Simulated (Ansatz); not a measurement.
## BP (F-43m):V_B, thermodynamic levels from a 54-atom cell

Aim: at which Fermi levels does V_B in BP (F-43m) change its charge? The model is a cell of 54 host atoms with 1 B taken out.

Main program and level: Ansatz 0.2.0; place-levels on r2SCAN runs: charge-transition levels and formation energies with image-charge correction and potential alignment at the atomic sites; PAW set soft_1.

### 1. The structure

The cell holds 53 atoms: 26 B and 27 P. Its edges and angles: a = 9.623 Å, b = 9.623 Å, c = 9.623 Å, α = 60.0°, β = 60.0°, γ = 60.0°. It derives from BP (space group F-43m). Nearest the centre at fractional (0.667, 0.333, 0.667): P22 at 1.96 Å, P24 at 1.96 Å, P40 at 1.96 Å, P28 at 1.96 Å, B52 at 3.21 Å, B41 at 3.21 Å, B35 at 3.21 Å, B29 at 3.21 Å.

Known beforehand: the electronic dielectric constant, 9.31, and the static one, 9.42, computed on the host (DFPT, PBEsol, on the r2SCAN cell), and a cell off the functional's own equilibrium shifts the ionic part.

The cell's shortest repeat is 9.6 Å.

### 2. Charge states

A transition level is the Fermi level at which two charge states cost the same, so each charge needs its own total energy, at its own relaxed structure.

Each atom starts 0.05 Å or so off its site in a random direction: a symmetric start keeps its symmetry, and would miss off-centre moves and Jahn–Teller distortions. Forces are taken on a 2×2×2 shifted mesh. The cell holds 3 electrons more than the neutral one, with a uniform background that keeps it neutral on the whole.

The sampling was tested on the host first: at the k-points planned (1x1x1 shifted 0.25 0.25 0.25) its energy lies 0.152 eV an atom from the dense-mesh value, so the final energies take a denser sampling.

One state's input; the others differ in charge, spin, start and seed, and in occupations where the table says so.

Input file qm3.relax/input.yaml:

```yaml
crystal:
  lattice:
    - [0.0, 6.80455623, 6.80455623]
    - [6.80455623, 0.0, 6.80455623]
    - [6.80455623, 6.80455623, 0.0]
  atoms:
    - { symbol: B, position: [0.0, 0.0, 0.0] }
    - { symbol: P, position: [0.25, 0.25, 0.25] }
[... 2 atom lines left out ...]
    - { symbol: B, position: [0.0, 0.0, 0.66666667] }
    - { symbol: P, position: [0.25, 0.25, 0.91666667] }
[... 2 atom lines left out ...]
    - { symbol: B, position: [0.0, 0.33333333, 0.33333333] }
    - { symbol: P, position: [0.25, 0.58333333, 0.58333333] }
    - { symbol: B, position: [0.0, 0.33333333, 0.66666667] }
[... 10 atom lines left out ...]
    - { symbol: P, position: [0.58333333, 0.25, 0.58333333] }
[... 1 atom line left out ...]
    - { symbol: P, position: [0.58333333, 0.25, 0.91666667] }
    - { symbol: B, position: [0.33333333, 0.33333333, 0.0] }
    - { symbol: P, position: [0.58333333, 0.58333333, 0.25] }
[... 1 atom line left out ...]
    - { symbol: P, position: [0.58333333, 0.58333333, 0.58333333] }
    - { symbol: B, position: [0.33333333, 0.33333333, 0.66666667] }
[... 5 atom lines left out ...]
    - { symbol: B, position: [0.33333333, 0.66666667, 0.66666667] }
    - { symbol: P, position: [0.58333333, 0.91666667, 0.91666667] }
    - { symbol: B, position: [0.66666667, 0.0, 0.0] }
[... 2 atom lines left out ...]
    - { symbol: P, position: [0.91666667, 0.25, 0.58333333] }
    - { symbol: B, position: [0.66666667, 0.0, 0.66666667] }
[... 1 atom line left out ...]
    - { symbol: B, position: [0.66666667, 0.33333333, 0.0] }
[... 1 atom line left out ...]
    - { symbol: B, position: [0.66666667, 0.33333333, 0.33333333] }
[... 4 atom lines left out ...]
    - { symbol: B, position: [0.66666667, 0.66666667, 0.33333333] }
[... 1 atom line left out ...]
    - { symbol: B, position: [0.66666667, 0.66666667, 0.66666667] }
    - { symbol: P, position: [0.91666667, 0.91666667, 0.91666667] }
  host:
    repeats: [3, 3, 3]
    atoms:
      - { symbol: B, position: [0.0, 0.0, 0.0] }
      - { symbol: P, position: [0.75, 0.75, 0.75] }
total_charge: -3
basis:
  ecutwfc: 500
  xc_grid: 2
hamiltonian:
  xc: r2scan
  pseudopotentials: { kind: paw, azcp: { folder: soft_1 } }
kpoints:
  mp_grid: { grid: [2, 2, 2], shift: [0.5, 0.5, 0.5] }
scf:
  occupations: { method: fixed }
  max_iter: 80
output:
  forces: true
  charged_corrections:
    epsilon: 9.31
    static_epsilon: 9.42
    defect_position: [0.666667, 0.333333, 0.666667]
relax:
  f_tol: 0.02
  max_steps: 80
  random_displacement: { amplitude: 0.05, seed: 2554 }
checkpoint:
  write: "../qm3.relax.run"
  compress: false
  write_wavefunctions: true
  write_every: 100000
```

On the command line:

```bash
ansatz run input.yaml --threads 4 --pin off --max-ram 7536MiB --backend cpu --events-out ev --progress --plain --runs-dir out
```

The run of this state that the levels use, under r2SCAN:

Input file qm3.point/input.yaml:

```yaml
crystal:
  checkpoint: "../qm3.relax.run"
  host: checkpoint
total_charge: -3
basis:
  ecutwfc: 500
  xc_grid: 2
hamiltonian:
  xc: r2scan
  pseudopotentials: { kind: paw, azcp: { folder: soft_1 } }
kpoints:
  mp_grid: { grid: [2, 2, 2], shift: [0.5, 0.5, 0.5] }
scf:
  occupations: { method: fixed }
  max_iter: 80
output:
  forces: true
  eigenvalues: true
  charged_corrections:
    epsilon: 9.31
    static_epsilon: 9.42
    defect_position: [0.666667, 0.333333, 0.666667]
  eigenstates: { localisation: true }
  populations: true
  band_densities: [{ bands: [v1, v1] }, { bands: [c1, c1] }]
  write_density: true
  write_potential: true
  volumetric_format: npy
checkpoint:
  read: "../qm3.relax.run"
  write: "../qm3.point.run"
  compress: false
  write_wavefunctions: false
  write_every: 100000
```

Relaxations under r2SCAN at a 2×2×2 shifted mesh; times on 4 threads of Arm Neoverse V1, shared host:

```tsv
charge	moment (μB)	occupations	outcome	steps	largest displacement against the far atoms (Å)	time
−3	0	fixed	converged	8	0.10	3 min
−2	1	fixed	timeout	15	-	18 min
−1	0	fixed	converged	10	0.07	4 min
−1	2	fixed	converged	5	0.01	5.2 min
0	1	fixed	converged	5	0.04	5.6 min
0	3	fixed	converged	6	0.04	5.9 min
+1	0	fixed	converged	7	0.11	2.9 min
+1	2	fixed	converged	5	0.08	5.5 min
−3	2	fixed	converged	13	0.06	16 min
```

Single points under r2SCAN at a 2×2×2 shifted mesh; times on 4 threads of Arm Neoverse V1, shared host:

```tsv
charge	moment (μB)	occupations	outcome	time
−3	0	fixed	converged	37 s
−1	0	fixed	converged	27 s
−1	2	fixed	converged	60 s
0	1	fixed	converged	53 s
0	3	fixed	converged	48 s
+1	0	fixed	converged	24 s
+1	2	fixed	converged	55 s
−3	2	fixed	converged	54 s
```

Distances (Å) from the ideal centre to the nearest atoms after relaxation with r2SCAN:

```tsv
charge	moment (μB)	1.	2.	3.	4.	5.	6.
−3	0	P 1.86	P 1.88	P 1.88	P 1.89	B 3.18	B 3.19
−3	2	P 1.90	P 1.91	P 1.91	P 1.92	B 3.17	B 3.18
−1	0	P 1.93	P 1.94	P 1.95	P 1.95	B 3.15	B 3.16
−1	2	P 1.96	P 1.96	P 1.96	P 1.96	B 3.20	B 3.20
0	1	P 1.99	P 1.99	P 1.99	P 2.00	B 3.19	B 3.19
0	3	P 1.99	P 2.00	P 2.00	P 2.01	B 3.20	B 3.20
+1	0	P 2.03	P 2.04	P 2.04	P 2.07	B 3.19	B 3.19
+1	2	P 2.01	P 2.04	P 2.04	P 2.05	B 3.18	B 3.19
```

### 3. Levels against the band edges, r2SCAN

A charged cell interacts with its images and the background, and its potential has another zero than the host's. place-levels removes the first by a point-charge model, screened by the static dielectric constant since the ions have relaxed around the charge, and the second by comparing potentials at atoms far from the defect.

The host is a run of the defect-free crystal in the same cutoffs, grids and k-points, so that basis and sampling errors cancel in part in the differences. The host is run in a cell of 2 atoms on a matching mesh. Its band edges are searched through the zone by a band path, so the gap is smaller than, or equal to, that on the mesh. Chemical potentials are energies per atom of B (alpha-rhombohedral (B12)), run with the same functional and cutoff.

Input file levels.point.yaml:

```yaml
host:
  run: host.point.run
states: [qm3.point.run, qm1.point.run, qm1_M2.point.run, q0_M1.point.run, q0_M3.point.run, qp1.point.run, qp1_M2.point.run, qm3_M2.point.run]
geometry_from:
  qm3.point.run: qm3.relax.run
  qm1.point.run: qm1.relax.run
  qm1_M2.point.run: qm1_M2.relax.run
  q0_M1.point.run: q0_M1.relax.run
  q0_M3.point.run: q0_M3.relax.run
  qp1.point.run: qp1.relax.run
  qp1_M2.point.run: qp1_M2.relax.run
  qm3_M2.point.run: qm3_M2.relax.run
  host.point.run: host.relax.run
chemical_potentials:
  B:
    energy: -156.554104
    dataset: <sha256 of the dataset>
epsilon: 9.31
static_epsilon: 9.42
vertical:
  - { from: qm3.point.run, to: qm3.point_neutral.run }
  - { from: qm1.point.run, to: qm1.point_neutral.run }
  - { from: qm1_M2.point.run, to: qm1_M2.point_neutral.run }
  - { from: qp1.point.run, to: qp1.point_neutral.run }
  - { from: qp1_M2.point.run, to: qp1_M2.point_neutral.run }
  - { from: qm3_M2.point.run, to: qm3_M2.point_neutral.run }
```

On the command line:

```bash
ansatz place-levels levels.point.yaml -- --threads 4 --pin off --max-ram 7536MiB
```

Numbers of over 12 decimals in the logs are rounded to 6 here.

Log:

```text
[... repeated set-up lines and file paths are left out, and long positions are rounded to six places ...]
(+1/0) 0.248 eV above the valence edge, 1.159 eV under the conduction edge
(0/-1) 0.707 eV above the valence edge, 0.700 eV under the conduction edge
(-1/-3) 1.440 eV above the valence edge (+1.775 eV without the band-filling correction), in the conduction band
formation energy of charge +1: +3.914 eV with the Fermi level at the valence edge
formation energy of charge 0: +4.162 eV with the Fermi level at the valence edge
formation energy of charge -1: +4.869 eV with the Fermi level at the valence edge
formation energy of charge -3: +7.749 eV with the Fermi level at the valence edge
vertical -3 to 0: no energy, since no alignment is typed
  the change from vertical[0].from (qm3.point.run) to vertical[0].to (qm3.point_neutral.run): by its potential at epsilon 9.31 it stands at 0.632 0.295 0.627, with an rms radius of about 2.4 Å (1.4 1.4 1.4 Å across the planes of the cell's vectors); [...]
vertical -1 to 0: no energy, since no alignment is typed
  the change from vertical[1].from (qm1.point.run) to vertical[1].to (qm1.point_neutral.run): by its potential at epsilon 9.31 it stands at 0.613 0.283 0.626, with an rms radius of about 2.2 Å (1.2 1.3 1.4 Å across the planes of the cell's vectors); [...]
vertical -1 to 0: no energy, since no alignment is typed
  the change from vertical[2].from (qm1_M2.point.run) to vertical[2].to (qm1_M2.point_neutral.run): by its potential at epsilon 9.31 it stands at 0.641 0.290 0.623, with an rms radius of about 2.8 Å (1.7 1.5 1.5 Å across the planes of the cell's vectors); [...]
vertical +1 to 0: no energy, since no alignment is typed
  the change from vertical[3].from (qp1.point.run) to vertical[3].to (qp1.point_neutral.run): by its potential at epsilon 9.31 it stands at 0.606 0.263 0.606, with an rms radius of about 2.2 Å (1.3 1.1 1.3 Å across the planes of the cell's vectors); [...]
vertical +1 to 0: no energy, since no alignment is typed
  the change from vertical[4].from (qp1_M2.point.run) to vertical[4].to (qp1_M2.point_neutral.run): by its potential at epsilon 9.31 it stands at 0.620 0.288 0.617, with an rms radius of about 2.4 Å (1.4 1.4 1.4 Å across the planes of the cell's vectors); [...]
vertical -3 to 0: no energy, since no alignment is typed
  the change from vertical[5].from (qm3_M2.point.run) to vertical[5].to (qm3_M2.point_neutral.run): by its potential at epsilon 9.31 it stands at 0.624 0.289 0.622, with an rms radius of about 3.1 Å (1.8 1.8 1.8 Å across the planes of the cell's vectors); [...]
  edges by r2scan, gap 1.407 eV; the host is sampled to repeats of 19.25 Å
  the defect's cells are sampled to repeats of 19.25 Å, like sampling
[...]
of states[3] (q0_M1.point.run): its alignment with the host at atomic sites is doubtful: the mean over the far sites moves by -0.0578 eV from their farther parts to their nearer, more than 0.05 eV. [...]
  of states[2] (qm1_M2.point.run): it parts from the run at its places by a charge that spreads by about 1.7 Å along one vector (1.4 Å or more is wide), by its potential at epsilon 9.31, taken for that of held ions (one typed too small widens it), where the [...]
  of states[0] (qm3.point.run): it parts from the run at its places by a charge that spreads by about 1.4 Å along one vector (1.4 Å or more is wide), by its potential at epsilon 9.31, taken for that of held ions (one typed too small widens it), where the cell [...]
  of states[6] (qp1_M2.point.run): it parts from the run at its places by a charge that spreads by about 1.4 Å along one vector (1.4 Å or more is wide), by its potential at epsilon 9.31, taken for that of held ions (one typed too small widens it), where the [...]
  of states[4] (q0_M3.point.run): its moments are held at its close (magnetization.spin_locking), by a field of 0.043 eV a Bohr magneton, and its energy and levels are of the state that this holds: a run that lets them go can end lower; [...]
  of states[1] (qm1.point.run): it parts from the run at its places by a charge that spreads by about 1.4 Å along one vector (1.4 Å or more is wide), by its potential at epsilon 9.31, taken for that of held ions (one typed too small widens it), where the cell [...]
  of states[7] (qm3_M2.point.run): it parts from the run at its places by a charge that spreads by about 1.8 Å along one vector (1.4 Å or more is wide), by its potential at epsilon 9.31, taken for that of held ions (one typed too small widens it), where the [...]
  of vertical[0].from (qm3.point.run): it parts from the run at its places by a charge that spreads by about 1.4 Å along one vector (1.4 Å or more is wide), by its potential at epsilon 9.31, taken for that of held ions (one typed too small widens it), where [...]
  of vertical[0].to (qm3.point_neutral.run): band_overlap_at_count; stability_check_not_made
  of vertical[1].from (qm1.point.run): band_overlap_at_count; of the run under geometry_from: band_overlap_at_count; [...]
  of vertical[1].to (qm1.point_neutral.run): band_overlap_at_count; stability_check_not_made
  of vertical[2].from (qm1_M2.point.run): stability_check_not_made; [...]
  of vertical[2].to (qm1_M2.point_neutral.run): band_overlap_at_count; stability_check_not_made
  of vertical[3].to (qp1.point_neutral.run): band_overlap_at_count; stability_check_not_made
  of vertical[4].from (qp1_M2.point.run): its moments are held at its close (magnetization.spin_locking), by a field of 0.155 eV a Bohr magneton, and its energy and levels are of the state that this holds: a run that lets them go can end lower; [...]
  of vertical[4].to (qp1_M2.point_neutral.run): it set out from the moments of a save, which an earlier run chose (saved_moments_taken); band_overlap_at_count; stability_check_not_made
  of vertical[5].from (qm3_M2.point.run): its moments are held at its close (magnetization.spin_locking), by a field of 0.406 eV a Bohr magneton, and its energy and levels are of the state that this holds: a run that lets them go can end lower; [...]
  of vertical[5].to (qm3_M2.point_neutral.run): band_overlap_at_count; stability_check_not_made
```

Wall time 0.88 s (4 threads of Arm Neoverse V1, shared host).

Levels between the charges placed, in eV above the valence top:

```tsv
	gap (eV)	(+1/0)	(0/−1)	(−1/−3)
r2SCAN	1.41	0.25	0.71	1.44
```

Corrections by state:

```tsv
charge	moment (μB)	image terms and alignment (eV)	band filling (eV)	ε used	over the lowest of its charge, as the program ranks them, band filling apart (eV)
+1	0.0	-0.076	-	9.42	0.000
0	1.0	0.000	-	-	0.000
−1	2.0	0.438	-	9.42	0.000
−3	0.0	2.554	-0.671	9.42	0.000
+1	2.0	-0.065	-	9.42	0.493
0	3.0	0.000	-	-	0.335
−1	0.0	0.446	-	9.42	0.191
−3	2.0	2.432	-	9.42	0.655
```

The charged structures listed were also run neutral, and place-levels reads from each pair, by the potential or the spins, how wide the charge is by which they differ; that can be the carrier of either run.

```tsv
charge	rms radius (Å)	spread where it is widest against the cell (Å)	wide from (Å)	reading
+1	2.2	1.35	1.36	narrow
−1	2.8	1.74	1.36	wide
−3	2.4	1.44	1.36	wide
```

The neutral runs of these pairs need not share the spin of the lowest neutral state, and very wide values only mean spread over the cell.

From the program's caveats on the states, each cut to its opening words:

- charge +1: its alignment with the host at atomic sites is doubtful: the mean over the far sites moves by -0.1995 eV from their farther parts to their nearer, more than [...]
- charge 0 (1 μB): its alignment with the host at atomic sites is doubtful: the mean over the far sites moves by -0.0578 eV from their farther parts to their nearer, more than [...]
- charge 0 (1 μB), +1 (2 μB), −1, −3 (2 μB): filled levels lie above empty ones at the fixed electron count
- charge 0 (1 μB), −1 (2 μB), +1 (2 μB), 0 (3 μB), −3 (2 μB): flagged: stability check not made
- charge −1 (2 μB): it parts from the run at its places by a charge that spreads by about 1.7 Å along one vector (1.4 Å or more is wide), by its potential at epsilon 9.31, taken [...]
- charge −1 (2 μB): its alignment with the host at atomic sites is doubtful: the mean over the far sites moves by +0.0681 eV from their farther parts to their nearer, more than [...]
- charge −3, +1 (2 μB), −1: it parts from the run at its places by a charge that spreads by about 1.4 Å along one vector (1.4 Å or more is wide), by its potential at epsilon 9.31, taken [...]
- charge −3: a band-filling correction moves a carrier to the host's band edge, which changes its energy by -0.671 eV
- charge −3: its alignment with the host at atomic sites is doubtful: the mean over the far sites moves by +0.2845 eV from their farther parts to their nearer, more than [...]
- charge +1 (2 μB): its alignment with the host at atomic sites is doubtful: the mean over the far sites moves by -0.1594 eV from their farther parts to their nearer, more than [...]
- charge +1 (2 μB): its moments are held at its close (magnetization.spin_locking), by a field of 0.155 eV a Bohr magneton, and its energy and levels are of the state that this [...]
- charge 0 (3 μB): its moments are held at its close (magnetization.spin_locking), by a field of 0.043 eV a Bohr magneton, and its energy and levels are of the state that this [...]
- charge −1: its alignment with the host at atomic sites is doubtful: the mean over the far sites moves by +0.0654 eV from their farther parts to their nearer, more than [...]
- charge −3 (2 μB): it parts from the run at its places by a charge that spreads by about 1.8 Å along one vector (1.4 Å or more is wide), by its potential at epsilon 9.31, taken [...]

The host's formation energy from the elements is -0.484 eV per atom; it sets how far the chemical potentials can move.

Limit set by the element alone; other compounds of these elements are not counted. Chemical potentials from the elements' reference states: B 0.00 eV, P -0.97 eV. Formation energy by charge state (B-rich; gap 1.41 eV):

```tsv
charge	at valence top (eV)	at conduction bottom (eV)	correction included (eV)
+1	3.91	5.32	-0.08
0	4.16	4.16	0.00
−1	4.87	3.46	0.44
−3	7.75	3.53	1.88
```

```csv
Fermi level (eV),lowest formation energy (eV)
0.00,3.91
0.13,4.04
0.26,4.16
0.38,4.16
0.51,4.16
0.64,4.16
0.77,4.10
0.90,3.97
1.02,3.85
1.15,3.72
1.28,3.59
1.41,3.46
```

Limit set by the element alone; other compounds of these elements are not counted. Chemical potentials from the elements' reference states: P 0.00 eV, B -0.97 eV. Formation energy by charge state (P-rich; gap 1.41 eV):

```tsv
charge	at valence top (eV)	at conduction bottom (eV)	correction included (eV)
+1	2.95	4.35	-0.08
0	3.19	3.19	0.00
−1	3.90	2.49	0.44
−3	6.78	2.56	1.88
```

(Fermi level (eV), lowest formation energy (eV)): (0.00, 2.95), (0.13, 3.07), (0.26, 3.19), (0.38, 3.19), (0.51, 3.19), (0.64, 3.19), (0.77, 3.13), (0.90, 3.01), (1.02, 2.88), (1.15, 2.75), (1.28, 2.62), (1.41, 2.49)

### 4. Results

```
gap of the host                                                          : 1.41 eV (r2SCAN)
level (plus 1/0)                                                         : 0.25 eV above the valence top
level (0/minus 1)                                                        : 0.71 eV above the valence top
level (minus 1/minus 3)                                                  : 1.44 eV above the valence top, past the conduction bottom (1.78 eV above the valence top without the band-filling term)
lowest of the charges placed, just above the valence top (0.02 eV)       : +1
lowest of the charges placed, just below the conduction bottom (0.02 eV) : −1
lowest formation energy at mid-gap of the charges run, B-rich            : 4.16 eV
lowest formation energy at mid-gap of the charges run, P-rich            : 3.19 eV
```

What this shows: Of the charges placed (−3, −1, 0 and +1), the lowest changes at 0.25 eV (+1/0) and 0.71 eV (0/−1) above the valence top, in a gap of 1.41 eV. Charge −2 is missing from the list. Charges above +1 were not placed, so these runs say nothing of levels that involve them. States placed: +1 at 0 μB and 2 μB; 0 at 1 μB and 3 μB; −1 at 2 μB and 0 μB; −3 at 0 μB and 2 μB. Other spin states or structures, where not listed, weren't placed. The program finds carriers beyond a band edge of the host and adds a band-filling term at charge −3 (-0.67 eV); steps to such a charge show no bound level, and a defect level inside a band would be read the same way. Corrections reach 2.6 eV, so the cell is small for these charges and their levels are rough. Charge −2 was tried but is not among the states placed, since no run of it finished at this stage. The program doubts the alignment of potentials for at least one state, a sign that the cell is small. Keep in mind: r2SCAN makes the gap too small and tends to spread out bound carriers.

[Logs are printed without paths, hosts, clocks, repeated set-up lines and the standing remarks that a program may print on its own settings, such as how far it seeks lower states.]

[Hosts, paths, dates, database ids (printed as entryN), source tags and the programs' standing remarks are cut or masked in the printed files.]

[Where a table of states has a column of steps, it counts the stored structures, which are thinned; the runs took as many ionic steps or more.]

[A defect's name tells the site on which it was built; relaxed atoms can leave that site.]

[For some hosts the program warned that the k-mesh of the response run may be too coarse for force constants and the static dielectric constant; such warnings are not shown here.]
